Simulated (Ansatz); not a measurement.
**SnTe (Fm-3m): zone-centre modes under pressure**

Aim: how do the optical modes of SnTe (Fm-3m) move with volume?

Method: DFT LDA, scalar-relativistic, plane waves, PAW; PAW set soft_1, in Ansatz 0.2.0.

The database entry behind the starting cell differs from later determinations by our own check (about 0.3 % short), so it need not match the best structure at ambient conditions.

### Step 1. Starting point

Symmetry: Fm-3m, No. 225, cubic system. Conventional cell: a = 6.302 Å, b = 6.302 Å, c = 6.302 Å, α = 90.00°, β = 90.00°, γ = 90.00°. Nearest to Sn lie 6 Te at 3.15 Å. Nearest to Te lie 6 Sn at 3.15 Å. Farther neighbours and most contacts between anions are not listed.

### Step 2. Relaxation

Harmonic phonons are second derivatives at a point where the forces vanish, and they are wanted at zero stress, so atoms and cell are relaxed first.

input.yaml

```yaml
crystal:
  lattice:
    - [0.0, 3.15085, 3.15085]
    - [3.15085, 0.0, 3.15085]
    - [3.15085, 3.15085, 0.0]
  atoms:
    - { symbol: Sn, position: [0.0, 0.0, 0.0] }
    - { symbol: Te, position: [0.5, 0.5, 0.5] }
kpoints:
  mp_grid: { grid: [10, 10, 10] }
hamiltonian:
  xc: lda
  pseudopotentials: { kind: paw, azcp: { folder: soft_1 }, xc_functional: pbe }
scf:
  occupations: { method: gaussian, width: 0.01 }
output:
  forces: true
  stress: true
  eigenvalues: true
relax:
  adjacent_minimum: "off"
  f_tol: 0.005
  max_steps: 80
  cell: { stress_tol: 0.05 }
```

Started as:

```sh
$ ansatz run input.yaml --threads 4 --pin off --max-ram 10240MiB --backend cpu --events-out ev --progress --plain --runs-dir out
```

Numbers of over 12 decimals in the logs are rounded to 6 here.

What it wrote:

```text
Engine: ansatz 0.2.0, aarch64-unknown-linux-gnu
Pseudopotentials: kind: paw
Pseudopotential: Sn, paw, valence charge 14, recommended cutoff 420 eV (normal), soft_1/Sn.paw.azcp
Pseudopotential: Te, paw, valence charge 16, recommended cutoff 420 eV (normal), soft_1/Te.paw.azcp
Functional definition: SPW92
  exchange = slater_x
  correlation = pw_c
Crystal: 2 atoms, lattice volume = 62.562 Å³
Basis set: ecut = 420 eV, 1243 PW (Γ)
Bands: 19, of which v1, the nominal top of the filled ones, is band 15 counted from 1 (14 counted from 0)
Symmetry: 48 space group operations
Space group: Fm-3m (ITA 225), of the structure as read, at distance tolerance 4.0e-5 Å
k-points: 47 of 1000
Non-local potential: Sn, projectors of the file, l = 0: 2, l = 1: 2, l = 2: 2, l = 3: 1
Non-local potential: Te, projectors of the file, l = 0: 2, l = 1: 2, l = 2: 2, l = 3: 1
PAW form: soft (Blöchl's): semilocal exchange-correlation on the pseudo side does not see the compensation charge
PAW frozen core: Sn, regenerated for the run's functional, and the local potential with it (the file was generated under x = pbe(κ = 0.804, μ = 0.219515), c = pbe(β = 0.066725))
PAW frozen core: Te, regenerated for the run's functional, and the local potential with it (the file was generated under x = pbe(κ = 0.804, μ = 0.219515), c = pbe(β = 0.066725))
PAW one-centre angular grid: Sn, 590 points (default); XC on 64 Gauss nodes
PAW one-centre angular grid: Te, 590 points (default); XC on 64 Gauss nodes
Initial density: superposition of atomic densities (chi_scale 0.1, normalization cell, long waves kept (reshape's long-wave potential 0.00 eV rms))
Initial wavefunctions: pseudopotential atomic-orbital guess
Functional: x = slater, c = lda
SCF iter   1: F=—  HF=-12707.416637 eV  |F-HF|=—  |Δ(HF+E_count)|=         —  Δρ=1.06e-2  dr2=7.94e-2  ethr=3.10e-3  ⟨swp⟩=7.5  Hψ=5309  notcnv=0
preconditioner: auto → none  [insulator: Δε(μ)=0.094 eV  Ē_g=8.695 eV  σ=0.010 eV  W_gap=1.00  n_scr=14 (ndim 8)  ℏωp=14.8 eV  f_vac=0.000  D(μ)=0.00/eV (n_scr^D=0)  ε∞_Penn≈3.9]
SCF iter   2: F=—  HF=-12707.402854 eV  |F-HF|=—  |Δ(HF+E_count)|=   1.38e-2  Δρ=5.01e-3  dr2=1.89e-2  ethr=2.65e-4  ⟨swp⟩=2.1  Hψ=1541  notcnv=0
SCF iter   3: F=—  HF=-12707.400838 eV  |F-HF|=—  |Δ(HF+E_count)|=   2.02e-3  Δρ=3.91e-4  dr2=5.73e-5  ethr=6.31e-5  ⟨swp⟩=3.1  Hψ=1469  notcnv=0
SCF iter   4: F=—  HF=-12707.400880 eV  |F-HF|=—  |Δ(HF+E_count)|=   4.16e-5  Δρ=1.37e-4  dr2=4.39e-6  ethr=1.91e-7  ⟨swp⟩=2.1  Hψ=1675  notcnv=0
SCF iter   5: F=—  HF=-12707.400880 eV  |F-HF|=—  |Δ(HF+E_count)|=   1.35e-7  Δρ=2.19e-5  dr2=2.65e-7  ethr=1.46e-8  ⟨swp⟩=2.0  Hψ=1595  notcnv=0
SCF iter   6: F=-12707.400880 eV  HF=-12707.400880 eV  |F-HF|=2.02e-8  |Δ(HF+E_count)|=   1.71e-7  Δρ=5.10e-6  dr2=1.22e-8  ethr=3.33e-10  ⟨swp⟩=6.6  Hψ=4552  notcnv=0
SCF 1 converged in 6 iterations: F = -12707.400880 eV  dr2 = 1.22e-8
  greatest PAW one-centre occupation: 0.999 electrons in one spin orbital (limit 2), on the Te atom at site 1 (counted from 0), in its partial waves of l = 2
relax step   1: F+E_penalty+E_count = -12707.40087974 eV  Δ(F+E_penalty+E_count) = +0.000e0 eV  max|allowed force component| = 1.295e-29 eV/Å  Δτ_max = 0.0000 Å  P = -1.497 GPa  Ω = 62.562 Å³  (6 SCF iters, dr2 threshold 1.00e-7 eV, accepted)
Crystal: 2 atoms, lattice volume = 59.871 Å³
Basis set: ecut = 420 eV, 1211 PW (Γ)
Initial density: handed on by an earlier stage of this run
Initial wavefunctions: those handed on with the density
iter 1 solved again at ethr=5.54e-6 eV; its pass at ethr=3.10e-3 eV (dr2=1.66e-3 eV) is discarded
SCF iter   1: F=—  HF=-12707.409728 eV  |F-HF|=—  |Δ(HF+E_count)|=         —  Δρ=1.20e-3  dr2=1.67e-3  ethr=5.54e-6  ⟨swp⟩=2.7  Hψ=6496  notcnv=0
preconditioner: auto → none  [insulator: Δε(μ)=0.237 eV  Ē_g=8.862 eV  σ=0.010 eV  W_gap=1.00  n_scr=14 (ndim 8)  ℏωp=15.2 eV  f_vac=0.003  D(μ)=0.00/eV (n_scr^D=0)  ε∞_Penn≈3.9]
SCF iter   2: F=—  HF=-12707.409335 eV  |F-HF|=—  |Δ(HF+E_count)|=   3.94e-4  Δρ=5.88e-4  dr2=3.64e-4  ethr=5.54e-6  ⟨swp⟩=2.0  Hψ=1093  notcnv=0
SCF iter   3: F=—  HF=-12707.409252 eV  |F-HF|=—  |Δ(HF+E_count)|=   8.22e-5  Δρ=5.02e-5  dr2=1.53e-6  ethr=1.21e-6  ⟨swp⟩=2.0  Hψ=1268  notcnv=0
SCF iter   4: F=—  HF=-12707.409257 eV  |F-HF|=—  |Δ(HF+E_count)|=   4.28e-6  Δρ=1.16e-5  dr2=3.44e-8  ethr=5.11e-9  ⟨swp⟩=2.1  Hψ=1365  notcnv=0
iter 5 did not close the SCF: its close was put off for the readings that it lacked (scf_convergence_deferred on its scf_iter line)
SCF iter   5: F=-12707.409257 eV  HF=-12707.409257 eV  |F-HF|=6.77e-9  |Δ(HF+E_count)|=   1.36e-8  Δρ=2.59e-6  dr2=6.12e-9  ethr=1.15e-10  ⟨swp⟩=2.2  Hψ=1432  notcnv=0
SCF iter   6: F=-12707.409257 eV  HF=-12707.409257 eV  |F-HF|=2.73e-11  |Δ(HF+E_count)|=   3.10e-9  Δρ=3.57e-7  dr2=6.87e-11  ethr=2.04e-11  ⟨swp⟩=2.1  Hψ=3173  notcnv=0
SCF 2 converged in 6 iterations: F = -12707.409257 eV  dr2 = 6.87e-11
relax step   2: F+E_penalty+E_count = -12707.40925671 eV  Δ(F+E_penalty+E_count) = -8.377e-3 eV  max|allowed force component| = 6.232e-29 eV/Å  Δτ_max = 0.0000 Å  P = +0.641 GPa  Ω = 59.871 Å³  energy of the carried Pulay correction = +4.559e-4 eV  (6 SCF iters, dr2 threshold 2.00e-7 eV, accepted)
Crystal: 2 atoms, lattice volume = 60.653 Å³
iter 1 solved again at ethr=6.60e-7 eV; its pass at ethr=3.10e-3 eV (dr2=1.98e-4 eV) is discarded
SCF iter   1: F=—  HF=-12707.410622 eV  |F-HF|=—  |Δ(HF+E_count)|=         —  Δρ=3.64e-4  dr2=1.53e-4  ethr=6.60e-7  ⟨swp⟩=3.0  Hψ=6534  notcnv=0
preconditioner: auto → none  [insulator: Δε(μ)=0.195 eV  Ē_g=8.803 eV  σ=0.010 eV  W_gap=1.00  n_scr=14 (ndim 8)  ℏωp=15.1 eV  f_vac=0.006  D(μ)=0.00/eV (n_scr^D=0)  ε∞_Penn≈3.9]
SCF iter   2: F=—  HF=-12707.410587 eV  |F-HF|=—  |Δ(HF+E_count)|=   3.53e-5  Δρ=1.75e-4  dr2=3.21e-5  ethr=5.09e-7  ⟨swp⟩=1.1  Hψ=899  notcnv=0
iter 3 did not close the SCF: its close was put off for the readings that it lacked (scf_convergence_deferred on its scf_iter line)
SCF iter   3: F=-12707.410579 eV  HF=-12707.410579 eV  |F-HF|=8.91e-9  |Δ(HF+E_count)|=   7.54e-6  Δρ=1.58e-5  dr2=5.49e-8  ethr=1.07e-7  ⟨swp⟩=2.0  Hψ=1065  notcnv=0
iter 4 did not close the SCF: its close was put off for the readings that it lacked (scf_convergence_deferred on its scf_iter line)
SCF iter   4: F=-12707.410579 eV  HF=-12707.410579 eV  |F-HF|=2.27e-10  |Δ(HF+E_count)|=   2.55e-8  Δρ=4.97e-6  dr2=7.57e-9  ethr=1.83e-10  ⟨swp⟩=2.6  Hψ=1631  notcnv=0
iter 5 did not close the SCF: its close was put off for the readings that it lacked (scf_convergence_deferred on its scf_iter line)
SCF iter   5: F=-12707.410579 eV  HF=-12707.410579 eV  |F-HF|=6.98e-10  |Δ(HF+E_count)|=   3.01e-9  Δρ=8.40e-7  dr2=7.99e-10  ethr=2.52e-11  ⟨swp⟩=2.0  Hψ=1598  notcnv=0
SCF iter   6: F=-12707.410579 eV  HF=-12707.410579 eV  |F-HF|=8.37e-11  |Δ(HF+E_count)|=  2.18e-10  Δρ=2.54e-7  dr2=9.62e-11  ethr=2.66e-12  ⟨swp⟩=1.0  Hψ=2699  notcnv=0
SCF 3 converged in 6 iterations: F = -12707.410579 eV  dr2 = 9.62e-11
relax step   3: F+E_penalty+E_count = -12707.41057932 eV  Δ(F+E_penalty+E_count) = -1.323e-3 eV  max|allowed force component| = 3.300e-29 eV/Å  Δτ_max = 0.0000 Å  P = -0.035 GPa  Ω = 60.653 Å³  energy of the carried Pulay correction = +3.200e-4 eV  (6 SCF iters, dr2 threshold 2.00e-7 eV, accepted)
Initial wavefunctions: pseudopotential atomic-orbital guess (no wavefunctions were taken with the density)
iter 1 solved again at ethr=3.78e-7 eV; its pass at ethr=3.10e-3 eV (dr2=1.13e-4 eV) is discarded
SCF iter   1: F=—  HF=-12707.410270 eV  |F-HF|=—  |Δ(HF+E_count)|=         —  Δρ=3.01e-5  dr2=1.02e-7  ethr=3.78e-7  ⟨swp⟩=3.0  Hψ=7804  notcnv=0
eigensolver tolerance schedule: the retry pair's looser diagonalisation over-reported the residual by 1107.40 of it (diagonalisation noise at 0.16 of the residual, at the tolerance the schedule requests for it); recorded, not acted on — ethr = c·dr2/N_el stays at c = 1.0e-1
preconditioner: auto → none  [insulator: Δε(μ)=0.196 eV  Ē_g=8.802 eV  σ=0.010 eV  W_gap=1.00  n_scr=14 (ndim 8)  ℏωp=15.1 eV  f_vac=0.004  D(μ)=0.00/eV (n_scr^D=0)  ε∞_Penn≈3.9]
SCF iter   2: F=—  HF=-12707.410271 eV  |F-HF|=—  |Δ(HF+E_count)|=   1.48e-6  Δρ=1.33e-5  dr2=1.78e-8  ethr=3.41e-10  ⟨swp⟩=2.1  Hψ=1610  notcnv=0
SCF iter   3: F=—  HF=-12707.410271 eV  |F-HF|=—  |Δ(HF+E_count)|=   5.81e-9  Δρ=2.68e-6  dr2=6.65e-10  ethr=5.93e-11  ⟨swp⟩=2.4  Hψ=1575  notcnv=0
SCF iter   4: F=—  HF=-12707.410271 eV  |F-HF|=—  |Δ(HF+E_count)|=  5.06e-10  Δρ=3.60e-7  dr2=3.25e-11  ethr=2.22e-12  ⟨swp⟩=2.1  Hψ=1561  notcnv=0
iter 5 did not close the SCF: its close was put off for the readings that it lacked (scf_convergence_deferred on its scf_iter line)
SCF iter   5: F=-12707.410271 eV  HF=-12707.410271 eV  |F-HF|=3.64e-12  |Δ(HF+E_count)|=  7.28e-12  Δρ=5.09e-8  dr2=1.18e-12  ethr=1.00e-12  ⟨swp⟩=1.0  Hψ=893  notcnv=0
SCF iter   6: F=-12707.410271 eV  HF=-12707.410271 eV  |F-HF|=0.00e0  |Δ(HF+E_count)|=    0.00e0  Δρ=7.64e-9  dr2=1.94e-14  ethr=1.00e-12  ⟨swp⟩=4.5  Hψ=3690  notcnv=0
SCF 4 converged in 6 iterations: F = -12707.410271 eV  dr2 = 1.94e-14
relax step   4: F+E_penalty+E_count = -12707.41027129 eV  Δ(F+E_penalty+E_count) = +3.080e-4 eV  max|allowed force component| = 4.523e-29 eV/Å  Δτ_max = 0.0000 Å  P = -0.036 GPa  Ω = 60.653 Å³  stress off target by 3.64e-2 GPa  SCF on the basis re-selected at this cell (its energy is not comparable with the rows above)  (6 SCF iters)
basis re-selected at this cell: Δ(F+E_penalty+E_count) = +3.080e-4 eV, ΔP = -0.002 GPa vs the last step (what re-selecting the basis moved, of the pressure what is left beyond the Pulay correction that the steps carried, after the strain that the cell walked since its last selection, with what the two solves' SCF thresholds leave and, on support functions, any second-order correction that the steps lacked; it is no m [...]
SCF converged after 6 iterations
Free energy (F): -12707.410271 eV
Harris-Foulkes:  -12707.410271 eV  (|F-HF|=0.00e0)
Internal energy: -12707.410271 eV  (E = F + TS)
E sigma→0 (E₀):  -12707.410271 eV
Fermi energy:    9.866454 eV
--- Per-component energies (eV) ---
  E_band       = -348.634300
  E_kinetic    = 341.859791
  E_local      = -2645.106820  (includes V_loc(G=0)·N_el)
  E_nonlocal   = 221.394432
  E_hartree    = 1319.916751
  E_xc         = -247.653275
  E_vxc        = -184.388753  (∫ρ·V_xc dr)
  E_paw        = -8743.051164  (= ΣΔE_a)
  E_vpaw       = -722.226802  (= ΣTr[D̂ρ^β])
  E_aug_tail   = 0.000349  (compensation charges beyond the density's cutoff)
  E_ewald      = -2955.873869
  E_core_change = 1.103533  (= ΣΔE_core)
  E_smearing   = -0.000000  (= −TS)
  E_closure    = -0.000000  (closes the sum)
  Σ components = -12707.410271   (vs F -12707.410271, Δ=0.00e0)
--- Forces (eV/Å), atoms counted from 1 ---
  atom   1  Sn    -0.00000000     0.00000000     0.00000000
  atom   2  Te     0.00000000     0.00000000     0.00000000
  max |Σ_I F_I| component: 7.78e-29 eV/Å
--- Stress (GPa, compression-positive) ---
       -0.036376      -0.000000      -0.000000
       -0.000000      -0.036376      -0.000000
       -0.000000      -0.000000      -0.036376
  P = ⅓ Tr σ = -0.0364 GPa (-0.364 kbar)
--- Band table (eV; the first three rows and the last of 47) ---
  k-point 0: bands = [... 11 lower, 5.1161, 7.6415, 7.6415, 7.6415, 13.1979, 13.1979, 13.1979, 14.6239]
  k-point 1: bands = [... 11 lower, 4.6008, 7.6567, 7.6567, 8.0124, 12.7221, 12.7221, 12.7401, 14.5285]
  k-point 2: bands = [... 11 lower, 3.5740, 7.7099, 7.7099, 8.6176, 11.8293, 11.8293, 11.8826, 14.6717]
  k-point 46: bands = [... 11 lower, 2.3554, 4.5791, 5.1374, 8.4824, 11.2619, 13.7288, 15.1598, 15.5438]
--- Relaxed structure (3 steps of the walk, 3 accepted, 1 SCFs on fresh bases) ---
  F+E_penalty+E_count = -12707.41027129 eV   max|allowed force component| = 4.523e-29 eV/Å   (the final SCF, on the basis selected at the relaxed cell)
  cell:  # Å, volume = 60.6529 Å³
    - [0, 3.118463, 3.118463]
    - [3.118463, 0, 3.118463]
    - [3.118463, 3.118463, 0]
  atoms:
    - { symbol: Sn, position: [0, 0, 0] }
    - { symbol: Te, position: [0.500000, 0.500000, 0.500000] }
```

Run time: 6.3 s. Hardware: 4 threads of Arm Neoverse N1, shared host; peak memory 0.37 GiB.

Step by step:

| step | energy less that of the first step (eV) | largest force component (eV/Å) | pressure (GPa) | volume (Å³) |
| --- | --- | --- | --- | --- |
| 1 | 0.0000 | 0.0000 | -1.50 | 62.56 |
| 2 | -0.0084 | 0.0000 | 0.64 | 59.87 |
| 3 | -0.0097 | 0.0000 | -0.03 | 60.65 |
| 4* | -0.0094 | 0.0000 | -0.04 | 60.65 |

Relaxation steps marked * repeat the geometry before them on a plane-wave basis chosen anew for their cell, so energy and pressure can jump there.

Forces are held to the 48 operations that the run works with; a distortion that breaks them can't arise in this run.

| conventional cell, symmetrised | before | after | change |
| --- | --- | --- | --- |
| a (Å) | 6.302 | 6.237 | -1.0 % |
| b (Å) | 6.302 | 6.237 | -1.0 % |
| c (Å) | 6.302 | 6.237 | -1.0 % |
| volume (Å³/atom) | 31.28 | 30.33 | -3.1 % |

The relaxed structure:

```cif
data_structure
_symmetry_space_group_name_H-M 'P 1'
_symmetry_Int_Tables_number 1
_cell_length_a 4.4102
_cell_length_b 4.4102
_cell_length_c 4.4102
_cell_angle_alpha 60.000
_cell_angle_beta 60.000
_cell_angle_gamma 60.000
_cell_volume 60.65
loop_
_atom_site_label
_atom_site_type_symbol
_atom_site_fract_x
_atom_site_fract_y
_atom_site_fract_z
_atom_site_occupancy
Sn1 Sn 0.00000 0.00000 0.00000 1
Te2 Te 0.50000 0.50000 0.50000 1
```

Numbers from this step:

```
pressure          : -0.03638 GPa
gap on the k-mesh : 0.1962 eV
volume per atom   : 30.33 Å³
```

In this step the volume went from 31.28 to 30.33 Å³/atom.

### Step 3. Tight relaxation

Phonons need small forces and stress, so the relaxation is finished with tight tolerances on 12×12×12 k points.

input.yaml, the sections that differ from step 2:

```yaml
crystal:
  lattice:
    - [0.0, 3.1184625018, 3.1184625018]
    - [3.1184625018, 0.0, 3.1184625018]
    - [3.1184625018, 3.1184625018, 0.0]
  atoms:
    - { symbol: Sn, position: [0.0, 0.0, 0.0] }
    - { symbol: Te, position: [0.5, 0.5, 0.5] }
kpoints:
  mp_grid: { grid: [12, 12, 12] }
relax:
  adjacent_minimum: "off"
  f_tol: 0.001
  max_steps: 60
  cell: { stress_tol: 0.01 }
# hamiltonian, scf, output: as in step 2
```

What it wrote:

```text
[...]
Crystal: 2 atoms, lattice volume = 60.653 Å³
Basis set: ecut = 420 eV, 1243 PW (Γ)
Bands: 19, of which v1, the nominal top of the filled ones, is band 15 counted from 1 (14 counted from 0)
Symmetry: 48 space group operations
[...]
k-points: 72 of 1728
[...]
k-point 71: bands = [... 11 lower, 2.2951, 4.8490, 4.8490, 9.0360, 10.6562, 14.4889, 14.4889, 16.0013]
--- Relaxed structure (3 steps of the walk, 3 accepted, 1 SCFs on fresh bases) ---
[...]
cell:  # Å, volume = 60.6169 Å³
    - [0, 3.117845, 3.117845]
    - [3.117845, 0, 3.117845]
    - [3.117845, 3.117845, 0]
  atoms:
    - { symbol: Sn, position: [0, 0, 0] }
    - { symbol: Te, position: [0.5, 0.5, 0.5] }
[key lines of the parts left out:]
SCF converged after 9 iterations
Free energy (F): -12707.410450 eV
Fermi energy:    9.876847 eV
P = ⅓ Tr σ = -0.0001 GPa (-0.001 kbar)
```

Wall time 9.3 s (4 threads); peak memory 0.39 GiB.

Little changed from the start: no atom moved by 0.005 Å and no cell edge by 0.1 %.

Numbers from this step:

- pressure: -5.90e-5 GPa
- gap on the k-mesh: 0.1982 eV
- volume per atom: 30.31 Å³

The forces vanish by symmetry and the pressure is 0.000 GPa, within the tolerances set. The cell now holds 30.31 Å³/atom.

### Step 4. Zone-centre response at rest

The force constants come from the linear response of the density to a displacement.

The modes at rest are the reference of the series.

input.yaml, the sections that differ from step 3:

```yaml
crystal:
  lattice:
    - [0.0, 3.117845228, 3.117845228]
    - [3.117845228, 0.0, 3.117845228]
    - [3.117845228, 3.117845228, 0.0]
  atoms:
    - { symbol: Sn, position: [0.0, 0.0, 0.0] }
    - { symbol: Te, position: [0.5, 0.5, 0.5] }
output:
  eigenvalues: true
phonons:
  method: dfpt
# kpoints, hamiltonian, scf: as in step 3
# relax: removed
```

What it wrote:

```text
[...]
Crystal: 2 atoms, lattice volume = 60.617 Å³
Basis set: ecut = 420 eV, 1243 PW (Γ), exchange–correlation on 60×60×60 points (8 copies of the dense FFT grid, shifted against one another)
Bands: 19, of which v1, the nominal top of the filled ones, is band 15 counted from 1 (14 counted from 0)
Symmetry: 48 space group operations
k-points: 163 of 1728 (irreducible under 8 space group operations, time reversal used)
[...]
SCF iter   1: F=—  HF=-12707.424404 eV  |F-HF|=—  |Δ(HF+E_count)|=         —  Δρ=1.07e-2  dr2=7.35e-2  ethr=3.10e-3  ⟨swp⟩=7.7  Hψ=18771  notcnv=0
[...]
SCF iter   8: F=-12707.410451 eV  HF=-12707.410451 eV  |F-HF|=5.46e-12  |Δ(HF+E_count)|=  2.91e-11  Δρ=7.40e-8  dr2=3.54e-12  ethr=1.00e-12  ⟨swp⟩=7.5  Hψ=16977  notcnv=0
SCF 1 converged in 8 iterations: F = -12707.410451 eV  dr2 = 3.54e-12
[...]
DFPT response loops at Γ: preconditioner auto → Resta (q_TF=auto, 2.426 Å⁻¹)  ε∞=17.4 (no band partly filled); β = 1.00, the filter's whole step (`scf.mixing.beta` (0.50) is not read by the response loops at its default; to damp them type it under 1.00, their step now; it binds the ground state too); Broyden in place of MSR1
SCF converged after 8 iterations
Free energy (F): -12707.410451 eV
[...]
Internal energy: -12707.410451 eV  (E = F + TS)
E sigma→0 (E₀):  -12707.410451 eV
Fermi energy:    9.876847 eV
[...]
--- Band table (eV; the first three rows and the last of 163) ---
  k-point 0: bands = [... 11 lower, 5.1288, 7.6497, 7.6497, 7.6497, 13.2091, 13.2091, 13.2091, 14.6324]
  k-point 1: bands = [... 11 lower, 4.7537, 7.6601, 7.6601, 7.9243, 12.8618, 12.8618, 12.8751, 14.5520]
  k-point 2: bands = [... 11 lower, 3.9457, 7.6953, 7.6953, 8.4343, 12.1447, 12.1447, 12.1860, 14.5775]
  k-point 162: bands = [... 11 lower, 2.2951, 4.8490, 4.8490, 9.0360, 10.6562, 14.4889, 14.4889, 16.0013]
--- Phonons (Γ-DFPT): 2 representative perturbations + reference, on 163 of 1728 k-points (Σ response iterations 6) ---
  k mesh reduced under 8 symmetry operations, with k and −k counted as one. Each operation leaves every solved perturbation unchanged. A smaller set is not used because it would not reduce the number of displacements times k-points to solve
  ASR residual: 8.245e-5 → 0.000e0 eV/Å²; symmetrization residual: 1.134e-5 eV/Å²
  ASR residual per site (eV/Å²): 8.25e-5 2.47e-5
  Γ frequencies (cm⁻¹): 0.00 0.00 0.00 28.68 28.68 28.68
  non-analytic LO–TO correction: not included (Born effective charges unavailable; polar crystals: no LO–TO splitting at Γ)
```

It took 22 s on 4 threads; peak memory 0.77 GiB; 84 s of CPU time.

Numbers from this step:

```yaml
sum_rule_residual_before_enforcement: 8.25e-5 eV/Å²
point_group: m-3m
highest_optical_mode_at_the_zone_centre_no_lo_to_term: 28.68 cm⁻¹
lowest_optical_zone_centre_mode: 28.68 cm⁻¹
```

Without the LO-TO term. Patterns of degenerate modes are one choice out of their space. Modes at Γ, with each element's share of the kinetic energy:

| mode | frequency (cm⁻¹) | symmetry | Sn % | Te % |
| --- | --- | --- | --- | --- |
| 1 | 0.0 | acoustic | 48 | 52 |
| 2 | 0.0 | acoustic | 48 | 52 |
| 3 | 0.0 | acoustic | 48 | 52 |
| 4 | 28.7 | T1u | 52 | 48 |
| 5 | 28.7 | T1u | 52 | 48 |
| 6 | 28.7 | T1u | 52 | 48 |

Displacements in mode 4 (28.7 cm⁻¹), the largest set to 1:
```
Sn1  0.00  0.00  1.00
Te2  0.00  0.00 -0.93
```

Before it was imposed, the acoustic sum rule was missed by 8.2e-5 eV/Å². Small misses are needed for a sound result but don't prove that mesh and cutoff are converged. The lowest optical mode is real, 28.7 cm⁻¹.

(Continued in part 2 of 2.)

[Logs are printed without paths, hosts, clocks, repeated set-up lines and the standing remarks that a program may print on its own settings, such as how far it seeks lower states.]

[Hosts, paths, dates, database ids (printed as entryN), source tags and the programs' standing remarks are cut or masked in the printed files.]
